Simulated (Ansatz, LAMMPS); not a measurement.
# Relaxing amorphous 79SiO2-21P2O5 (mol %) (108 atoms), part 2 of 4

How does amorphous 79SiO2-21P2O5 (mol %) (108 atoms) relax, and what do bonds, charges and levels look like afterwards?

Ansatz 0.2.0; Kohn-Sham DFT, PBE, PAW (set soft_2), plane waves.

The cell: 22 Si, 12 P and 74 O. The quench rate of 50 K/ps far exceeds what a furnace or splat quench reaches. The starting topology of bonds comes from the classical model. Only the Γ point is sampled, in a cell whose shortest periodic width is 12 Å.

So far. Step 3 (Single point at the start): Neighbours are counted within 2.12 Å (O-Si), 1.98 Å (O-P).

## (4) Cell and atoms relaxed

Cell and atoms are freed together, to release stress as well as forces.

File input.yaml:

```yaml
crystal:
  lattice:
    - [11.6641, 0.0, 0.0]
    - [0.0, 11.6641, 0.0]
    - [0.0, 0.0, 11.6641]
  atoms:
    [... the 108 atom lines of step 3 ...]
kpoints:
  mp_grid: { grid: [1, 1, 1] }
hamiltonian:
  xc: pbe
scf:
  occupations: { method: fermi_dirac, width: 0.025 }
output:
  forces: true
relax:
  f_tol: 0.04
  max_steps: 250
  cell: {}
```

Started as:

```sh
ansatz run input.yaml --threads 4 --pin off --max-ram 8192MiB --backend cpu --events-out ev --progress --plain --runs-dir out
```

What it wrote:

```text
[...]
Crystal: 108 atoms, lattice volume = 1586.915 Å³
Basis set: ecut = 420 eV, 31103 PW (Γ), exchange–correlation on 160×160×160 points (8 copies of the dense FFT grid, shifted against one another)
Bands: 404, of which v1, the nominal top of the filled ones, is band 296 counted from 1 (295 counted from 0)
Symmetry: 1 space group operations
[...]
k-points: 1
[...]
SCF iter   1: F=—  HF=-65113.338473 eV  |F-HF|=—  |Δ(HF+E_count)|=         —  Δρ=5.74e-3  dr2=8.94e-1  ethr=1.77e-3  ⟨swp⟩=7.0  Hψ=2133  notcnv=0  defer=77
[...]
SCF iter  11: F=-65113.021550 eV  HF=-65113.021550 eV  |F-HF|=4.90e-9  |Δ(HF+E_count)|=   2.88e-8  Δρ=8.23e-7  dr2=1.29e-8  ethr=1.69e-11  ⟨swp⟩=5.0  Hψ=1287  notcnv=0
SCF 1 converged in 11 iterations: F = -65113.021550 eV  dr2 = 1.29e-8
[...]
relax step   1: F+E_penalty+E_count = -65113.02154956 eV  Δ(F+E_penalty+E_count) = +0.000e0 eV  max|allowed force component| = 3.940e0 eV/Å  Δτ_max = 0.0000 Å  P = +1.507 GPa  Ω = 1586.915 Å³  (11 SCF iters, dr2 threshold 1.00e-7 eV, accepted)
[... from here on, the SCF cycles and remarks between the steps are left out ...]
relax step   2: F+E_penalty+E_count = -65115.86470186 eV  Δ(F+E_penalty+E_count) = -2.843e0 eV  max|allowed force component| = 3.013e0 eV/Å  Δτ_max = 0.1626 Å  P = +1.049 GPa  Ω = 1572.198 Å³  energy of the carried Pulay correction = +4.903e-2 eV  (7 SCF iters, dr2 threshold 1.08e-5 eV, accepted)
relax step   3: F+E_penalty+E_count = -65119.53370943 eV  Δ(F+E_penalty+E_count) = -3.669e0 eV  max|allowed force component| = 9.716e-1 eV/Å  Δτ_max = 0.1936 Å  P = -0.263 GPa  Ω = 1547.563 Å³  energy of the carried Pulay correction = +1.321e-1 eV  (8 SCF iters, dr2 threshold 1.08e-5 eV, accepted)
relax step   4: F+E_penalty+E_count = -65120.66293084 eV  Δ(F+E_penalty+E_count) = -1.129e0 eV  max|allowed force component| = 1.078e0 eV/Å  Δτ_max = 0.2000 Å  P = -0.015 GPa  Ω = 1524.916 Å³  energy of the carried Pulay correction = +2.097e-1 eV  (8 SCF iters, dr2 threshold 1.08e-5 eV, accepted)
relax step   5: F+E_penalty+E_count = -65121.01419787 eV  Δ(F+E_penalty+E_count) = -3.513e-1 eV  max|allowed force component| = 1.498e0 eV/Å  Δτ_max = 0.1943 Å  P = -0.574 GPa  Ω = 1510.619 Å³  energy of the carried Pulay correction = +2.592e-1 eV  (8 SCF iters, dr2 threshold 1.08e-5 eV, accepted)
relax step   6: F+E_penalty+E_count = -65121.56212483 eV  Δ(F+E_penalty+E_count) = -5.479e-1 eV  max|allowed force component| = 8.272e-1 eV/Å  Δτ_max = 0.2000 Å  P = -0.257 GPa  Ω = 1508.825 Å³  energy of the carried Pulay correction = +2.655e-1 eV  (7 SCF iters, dr2 threshold 1.08e-5 eV, accepted)
relax step   7: F+E_penalty+E_count = -65121.90017322 eV  Δ(F+E_penalty+E_count) = -3.380e-1 eV  max|allowed force component| = 1.215e0 eV/Å  Δτ_max = 0.2000 Å  P = +0.018 GPa  Ω = 1507.618 Å³  energy of the carried Pulay correction = +2.697e-1 eV  (7 SCF iters, dr2 threshold 1.08e-5 eV, accepted)
relax step   8: F+E_penalty+E_count = -65122.15996911 eV  Δ(F+E_penalty+E_count) = -2.598e-1 eV  max|allowed force component| = 1.230e0 eV/Å  Δτ_max = 0.1953 Å  P = +0.163 GPa  Ω = 1508.544 Å³  energy of the carried Pulay correction = +2.664e-1 eV  (7 SCF iters, dr2 threshold 1.08e-5 eV, accepted)
relax step   9: F+E_penalty+E_count = -65122.49141532 eV  Δ(F+E_penalty+E_count) = -3.314e-1 eV  max|allowed force component| = 4.993e-1 eV/Å  Δτ_max = 0.2000 Å  P = +0.135 GPa  Ω = 1513.176 Å³  energy of the carried Pulay correction = +2.503e-1 eV  (7 SCF iters, dr2 threshold 1.08e-5 eV, accepted)
relax step  10: F+E_penalty+E_count = -65122.58193950 eV  Δ(F+E_penalty+E_count) = -9.052e-2 eV  max|allowed force component| = 3.598e-1 eV/Å  Δτ_max = 0.2000 Å  P = -0.016 GPa  Ω = 1519.823 Å³  energy of the carried Pulay correction = +2.273e-1 eV  (7 SCF iters, dr2 threshold 1.08e-5 eV, accepted)
relax step  11: F+E_penalty+E_count = -65122.43138102 eV  Δ(F+E_penalty+E_count) = +1.506e-1 eV  max|allowed force component| = 7.366e-1 eV/Å  Δτ_max = 0.2000 Å  P = -0.101 GPa  Ω = 1528.487 Å³  energy of the carried Pulay correction = +1.974e-1 eV  (8 SCF iters, dr2 threshold 8.09e-6 eV, rejected (line search))
relax step  12: F+E_penalty+E_count = -65122.64311292 eV  Δ(F+E_penalty+E_count) = -6.117e-2 eV  max|allowed force component| = 1.266e-1 eV/Å  Δτ_max = 0.1000 Å  P = +0.020 GPa  Ω = 1522.106 Å³  energy of the carried Pulay correction = +2.194e-1 eV  (12 SCF iters, accepted)
relax step  13: F+E_penalty+E_count = -65122.67570245 eV  Δ(F+E_penalty+E_count) = -3.259e-2 eV  max|allowed force component| = 1.241e-1 eV/Å  Δτ_max = 0.1000 Å  P = -0.059 GPa  Ω = 1523.241 Å³  energy of the carried Pulay correction = +2.155e-1 eV  (8 SCF iters, dr2 threshold 1.00e-6 eV, accepted)
relax step  14: F+E_penalty+E_count = -65122.73727404 eV  Δ(F+E_penalty+E_count) = -6.157e-2 eV  max|allowed force component| = 5.118e-1 eV/Å  Δτ_max = 0.1488 Å  P = -0.047 GPa  Ω = 1521.237 Å³  energy of the carried Pulay correction = +2.224e-1 eV  (9 SCF iters, dr2 threshold 9.62e-7 eV, accepted)
relax step  15: F+E_penalty+E_count = -65122.68439590 eV  Δ(F+E_penalty+E_count) = +5.288e-2 eV  max|allowed force component| = 7.702e-1 eV/Å  Δτ_max = 0.1936 Å  P = -0.256 GPa  Ω = 1519.547 Å³  energy of the carried Pulay correction = +2.282e-1 eV  (8 SCF iters, dr2 threshold 1.08e-5 eV, rejected (line search))
relax step  16: F+E_penalty+E_count = -65122.82959994 eV  Δ(F+E_penalty+E_count) = -9.233e-2 eV  max|allowed force component| = 3.261e-1 eV/Å  Δτ_max = 0.0968 Å  P = -0.012 GPa  Ω = 1521.387 Å³  energy of the carried Pulay correction = +2.219e-1 eV  (12 SCF iters, accepted)
relax step  17: F+E_penalty+E_count = -65122.86970126 eV  Δ(F+E_penalty+E_count) = -4.010e-2 eV  max|allowed force component| = 2.841e-1 eV/Å  Δτ_max = 0.0972 Å  P = +0.030 GPa  Ω = 1520.873 Å³  energy of the carried Pulay correction = +2.236e-1 eV  (7 SCF iters, dr2 threshold 6.65e-6 eV, accepted)
relax step  18: F+E_penalty+E_count = -65122.84486784 eV  Δ(F+E_penalty+E_count) = +2.483e-2 eV  max|allowed force component| = 2.577e-1 eV/Å  Δτ_max = 0.1500 Å  P = +0.096 GPa  Ω = 1522.042 Å³  energy of the carried Pulay correction = +2.196e-1 eV  (8 SCF iters, dr2 threshold 5.05e-6 eV, rejected (line search))
relax step  19: F+E_penalty+E_count = -65122.88368614 eV  Δ(F+E_penalty+E_count) = -1.398e-2 eV  max|allowed force component| = 1.972e-1 eV/Å  Δτ_max = 0.0603 Å  P = -0.006 GPa  Ω = 1523.844 Å³  energy of the carried Pulay correction = +2.134e-1 eV  (11 SCF iters, accepted)
relax step  20: F+E_penalty+E_count = -65122.88908654 eV  Δ(F+E_penalty+E_count) = -5.400e-3 eV  max|allowed force component| = 1.112e-1 eV/Å  Δτ_max = 0.0698 Å  P = -0.021 GPa  Ω = 1525.010 Å³  energy of the carried Pulay correction = +2.094e-1 eV  (7 SCF iters, dr2 threshold 2.43e-6 eV, accepted)
relax step  21: F+E_penalty+E_count = -65122.89230195 eV  Δ(F+E_penalty+E_count) = -3.215e-3 eV  max|allowed force component| = 6.469e-2 eV/Å  Δτ_max = 0.0406 Å  P = -0.013 GPa  Ω = 1524.463 Å³  energy of the carried Pulay correction = +2.112e-1 eV  (7 SCF iters, dr2 threshold 7.73e-7 eV, accepted)
relax step  22: F+E_penalty+E_count = -65122.89688108 eV  Δ(F+E_penalty+E_count) = -4.579e-3 eV  max|allowed force component| = 4.822e-2 eV/Å  Δτ_max = 0.0246 Å  P = +0.039 GPa  Ω = 1523.907 Å³  energy of the carried Pulay correction = +2.132e-1 eV  (7 SCF iters, dr2 threshold 2.62e-7 eV, accepted)
relax step  23: F+E_penalty+E_count = -65122.89659608 eV  Δ(F+E_penalty+E_count) = +2.850e-4 eV  max|allowed force component| = 1.959e-2 eV/Å  Δτ_max = 0.0224 Å  P = +0.004 GPa  Ω = 1524.343 Å³  energy of the carried Pulay correction = +2.117e-1 eV  (7 SCF iters, dr2 threshold 1.45e-7 eV, accepted)
relax step  24: F+E_penalty+E_count = -65122.79064200 eV  Δ(F+E_penalty+E_count) = +1.060e-1 eV  max|allowed force component| = 2.016e-2 eV/Å  Δτ_max = 0.0000 Å  P = -0.135 GPa  Ω = 1524.343 Å³  stress off target by 3.56e-1 GPa  SCF on the basis re-selected at this cell (its energy is not comparable with the rows above)  (7 SCF iters)
relax step  25: F+E_penalty+E_count = -65122.81172536 eV  Δ(F+E_penalty+E_count) = -2.108e-2 eV  max|allowed force component| = 5.547e-2 eV/Å  Δτ_max = 0.0265 Å  P = +0.106 GPa  Ω = 1520.091 Å³  energy of the carried Pulay correction = +1.532e-2 eV  (8 SCF iters, dr2 threshold 3.17e-7 eV, accepted)
relax step  26: F+E_penalty+E_count = -65122.80922872 eV  Δ(F+E_penalty+E_count) = +2.497e-3 eV  max|allowed force component| = 3.283e-2 eV/Å  Δτ_max = 0.0118 Å  P = -0.011 GPa  Ω = 1521.493 Å³  energy of the carried Pulay correction = +1.032e-2 eV  (7 SCF iters, dr2 threshold 1.92e-7 eV, accepted)
relax step  27: F+E_penalty+E_count = -65122.80201608 eV  Δ(F+E_penalty+E_count) = +7.213e-3 eV  max|allowed force component| = 3.281e-2 eV/Å  Δτ_max = 0.0000 Å  P = -0.019 GPa  Ω = 1521.493 Å³  stress off target by 2.90e-2 GPa  SCF on the basis re-selected at this cell (its energy is not comparable with the rows above)  (6 SCF iters)
[...]
SCF converged after 6 iterations
Free energy (F): -65122.802016 eV
[...]
Internal energy: -65122.802016 eV  (E = F + TS)
E sigma→0 (E₀):  -65122.802016 eV
Fermi energy:    4.787893 eV
[...]
--- Forces (eV/Å), atoms counted from 1 ---
  atom   1  Si     0.00583479     0.00287798    -0.00216441
  atom   2  Si     0.00319214     0.01583548    -0.01637317
  atom   3  Si    -0.00570886     0.00699466    -0.00146389
  atom   4  Si     0.03280920     0.02287684    -0.00285555
  atom   5  Si    -0.01495389    -0.00221011     0.01296038
  atom   6  Si    -0.01058265    -0.00361642     0.00932290
  atom   7  Si     0.00700810     0.00520541     0.02722040
  atom   8  Si     0.00164103     0.00321753    -0.01717515
  atom   9  Si     0.01305981     0.00260552    -0.00552319
  atom  10  Si    -0.00126378    -0.00093843     0.00277128
  atom  11  Si    -0.00728144    -0.00902194     0.00867094
  atom  12  Si    -0.00207095    -0.00723761     0.00113244
  atom  13  Si     0.01004025     0.00749817    -0.00643603
  atom  14  Si    -0.00478071     0.00485928    -0.00808043
[...]
atom 107  O     -0.00865899     0.01260028    -0.00401513
  atom 108  O     -0.00316788    -0.00494466    -0.00090034
  max |Σ_I F_I| component: 2.18e-5 eV/Å
--- Stress (GPa, compression-positive) ---
       -0.018541       0.000218       0.000620
        0.000220      -0.013137       0.006300
        0.000618       0.006300      -0.026482
  P = ⅓ Tr σ = -0.0194 GPa (-0.194 kbar)
--- Relaxed structure (25 steps of the walk, 22 accepted, 2 SCFs on fresh bases) ---
  F+E_penalty+E_count = -65122.80201608 eV   max|allowed force component| = 3.281e-2 eV/Å   (the final SCF, on the basis selected at the relaxed cell)
  cell:  # Å, volume = 1521.4929 Å³
    - [11.528905, -0.304089, 0.267968]
    - [-0.304089, 11.696612, 0.176734]
    - [0.267968, 0.176734, 11.299788]
  atoms:
    - { symbol: Si, position: [0.335063, 0.225574, 0.398368] }
    - { symbol: Si, position: [0.836441, 0.827990, 0.802563] }
    - { symbol: Si, position: [0.202928, 0.527865, 0.243201] }
    - { symbol: Si, position: [0.376384, 0.966259, 0.459993] }
[...]
- { symbol: O, position: [0.719417, 0.473587, 0.049050] }
```

The job ended after 6.8 min (4 threads of Arm Neoverse V2, shared host; peak memory 2 GiB; 26 min of CPU time).

The steps of the relaxation (22 of 27):

```tsv
step	energy less that of the first step (eV)	largest force component (eV/Å)	pressure (GPa)	volume (Å³)
1	0.0000	3.9404	1.51	1586.92
2	-2.8432	3.0127	1.05	1572.20
3	-6.5122	0.9716	-0.26	1547.56
5	-7.9926	1.4978	-0.57	1510.62
6	-8.5406	0.8272	-0.26	1508.82
7	-8.8786	1.2146	0.02	1507.62
8	-9.1384	1.2295	0.16	1508.54
10	-9.5604	0.3598	-0.02	1519.82
11	-9.4098	0.7366	-0.10	1528.49
12	-9.6216	0.1266	0.02	1522.11
13	-9.6542	0.1241	-0.06	1523.24
15	-9.6628	0.7702	-0.26	1519.55
16	-9.8080	0.3261	-0.01	1521.39
17	-9.8482	0.2841	0.03	1520.87
18	-9.8233	0.2577	0.10	1522.04
20	-9.8675	0.1112	-0.02	1525.01
21	-9.8708	0.0647	-0.01	1524.46
22	-9.8753	0.0482	0.04	1523.91
23	-9.8750	0.0196	0.00	1524.34
25	-9.7902	0.0555	0.11	1520.09
26	-9.7877	0.0328	-0.01	1521.49
27*	-9.7805	0.0328	-0.02	1521.49
```

Relaxation steps marked * repeat the geometry before them on a plane-wave basis chosen anew for their cell, so energy and pressure can jump there. Other such steps can lie between the rows shown. Relaxation steps 11, 15, 18 were tried and not accepted.

```tsv
cell as run	before	after	change
a (Å)	11.664	11.536	-1.1 %
b (Å)	11.664	11.702	+0.3 %
c (Å)	11.664	11.304	-3.1 %
α (°)	90.00	88.27	-1.9 %
β (°)	90.00	87.33	-3.0 %
γ (°)	90.00	92.98	+3.3 %
volume (Å³/atom)	14.69	14.09	-4.1 %
```

The atoms that moved most (Å, as changes of fractional coordinates times the final cell):

```tsv
atom	dx	dy	dz	length
O90	0.884	-0.654	0.033	1.100
O61	0.222	-0.001	0.858	0.886
O47	0.227	-0.078	0.737	0.775
O104	0.220	0.343	-0.630	0.751
O80	-0.045	0.401	-0.610	0.731
O93	-0.259	-0.555	-0.377	0.719
O43	0.579	0.386	0.163	0.715
O49	-0.654	-0.048	-0.162	0.675
```

The relaxation changed the energy by -90.6 meV/atom, and atoms moved by 0.38 Å r.m.s., 1.1 Å at most.

## (5) Structure statistics after relaxation

Bonds before and after, by the cutoffs listed below:

```tsv
pair	bonds before	bonds after	mean before (Å)	mean after (Å)	spread before (Å)	spread after (Å)
O-Si	88	91	1.626	1.650	0.040	0.061
O-P	48	48	1.532	1.559	0.026	0.059
```

Density 2.37 g/cm³, 14.09 Å³ an atom.

Pair distribution functions g(r), in bins of 0.2 Å:

```tsv
r (Å)	total	O-O	O-Si	O-P	Si-Si	Si-P	P-P
1.40	0.43	0.00	0.00	2.82	0.00	0.00	0.00
1.60	4.75	0.00	11.35	10.38	0.00	0.00	0.00
1.80	0.33	0.00	1.06	0.23	0.00	0.00	0.00
2.00	0.03	0.00	0.10	0.00	0.00	0.00	0.00
2.20	0.00	0.00	0.00	0.00	0.00	0.00	0.00
2.40	0.57	1.21	0.00	0.00	0.00	0.00	0.00
2.60	2.15	4.58	0.00	0.00	0.00	0.00	0.00
2.80	0.73	1.33	0.04	0.09	0.93	0.28	2.04
3.00	0.79	0.64	0.25	0.53	3.30	4.05	1.81
3.20	0.84	0.63	0.47	0.73	3.69	3.23	0.00
3.40	0.61	0.50	0.96	0.72	0.00	0.00	0.00
3.60	0.74	0.55	1.05	1.16	0.20	0.00	0.00
3.80	0.96	0.73	1.42	1.36	0.00	0.17	0.57
4.00	1.33	0.74	2.25	1.84	0.46	0.58	1.54
4.20	1.17	0.66	1.75	1.87	1.00	0.65	0.96
4.40	0.92	1.06	0.94	0.82	0.26	0.36	0.88
4.60	0.92	1.17	0.47	0.68	1.05	1.29	2.38
4.80	1.10	1.49	0.53	0.71	0.97	2.28	0.36
5.00	1.29	1.65	0.89	0.79	1.30	1.66	1.34
5.20	1.16	1.25	0.84	1.06	1.66	2.12	1.25
5.40	0.96	0.89	1.00	1.00	1.03	1.18	0.87
```

Bonds by pair of elements; cutoffs follow the first minimum of g(r), held within bounds set by covalent radii, and pairs that aren't listed don't count as bonded:

```tsv
pair A-B	cutoff (Å)	bonds	mean length (Å)	spread (Å)	shortest (Å)	B about A	A about B
O-Si	2.16	91	1.65	0.061	1.58	1.23	4.14
O-P	2.08	48	1.56	0.059	1.46	0.649	4
```

How many atoms have how many bonded neighbours:

```tsv
element	mean	1	2	4	5
O	1.88	9	65	0	0
P	4	0	0	12	0
Si	4.14	0	0	19	3
```

Bond angles, per cent of each kind in bins of 5°:

```tsv
angle (°)	O-Si-O	O-P-O	P-O-Si	Si-O-Si
80–85	1.4	0.0	0.0	0.0
85–90	4.2	0.0	0.0	0.0
90–95	4.9	1.4	0.0	0.0
95–100	2.1	4.2	0.0	0.0
100–105	14.6	20.8	0.0	0.0
105–110	31.9	31.9	0.0	0.0
110–115	25.0	22.2	0.0	0.0
115–120	9.7	16.7	0.0	3.3
120–125	2.1	0.0	3.2	10.0
125–130	0.7	2.8	9.7	6.7
130–135	0.7	0.0	22.6	6.7
135–140	0.7	0.0	12.9	16.7
140–145	0.0	0.0	12.9	3.3
145–150	0.0	0.0	9.7	10.0
150–155	0.0	0.0	12.9	10.0
155–160	0.0	0.0	9.7	3.3
160–165	0.7	0.0	0.0	16.7
165–170	0.7	0.0	3.2	10.0
170–175	0.7	0.0	3.2	3.3
```

Bond angles (no mean is given where the spread exceeds 20°):

```tsv
angle	count	mean (°)	spread (°)
O-Si-O	144	109	12.2
O-P-O	72	109	6.1
P-O-Si	31	142	11.9
Si-O-Si	30	146	15.9
P-O-P	4	135	9.6
```

Oxygen atoms by the number of network formers (Si, P, Ge, B, Al, As, Ga) bound to them:

```tsv
network formers bound to O	O atoms	per cent
0	0	0
1	9	12.2
2	65	87.8
```

Network units: each former by its oxygen neighbours and how many of them bridge to another former:

```tsv
former	O neighbours	bridging O	atoms
Si	4	4	19
Si	5	5	3
P	4	2	1
P	4	3	7
P	4	4	4
```

Bond length by coordination (bonds to H left out):

```tsv
element	coordination	atoms	mean bond length (Å)
O	1	9	1.47
O	2	65	1.63
Si	4	19	1.63
Si	5	3	1.74
```

Rings of the network by King's shortest-path rule, up to 12 atoms, one path for each pair of neighbours; H, halogens, alkali and alkaline-earth atoms are left out:

```tsv
ring size (atoms)	rings	per network atom
6	1	0.009
8	3	0.028
10	13	0.12
12	14	0.13
```

Among the first-shell peaks of g(r) are those at about 2.6 Å (O-O), 1.6 Å (O-Si), 1.6 Å (O-P), 3.1 Å (Si-Si) and 3.1 Å (Si-P). Counting bonds as in the table, 88 % of O atoms have 2, all P atoms have 4 and 86 % of Si atoms have 4 bonded neighbours. The O-Si-O angle averages 109° with a spread of 12°. 88 % of the oxygens bridge two formers and 12 % are non-bridging. The commonest Si unit has 4 oxygens, 4 of them shared with other formers (19 of 22 atoms). Rings of 12 atoms are the most common (45 % of those counted); sizes run from 6 to 12, where the search stops.

(Continued in part 3 of 4.)

[Long decimals in the printed logs are rounded to 6 places.]

[Logs are printed without paths, hosts, clocks, repeated set-up lines and the standing remarks that a program may print on its own settings, such as how far it seeks lower states.]

[Hosts, paths, dates, database ids (printed as entryN), source tags and the programs' standing remarks are cut or masked in the printed files.]

[A walk said to have stopped at its limit may instead have ended on an SCF cycle that didn't converge.]
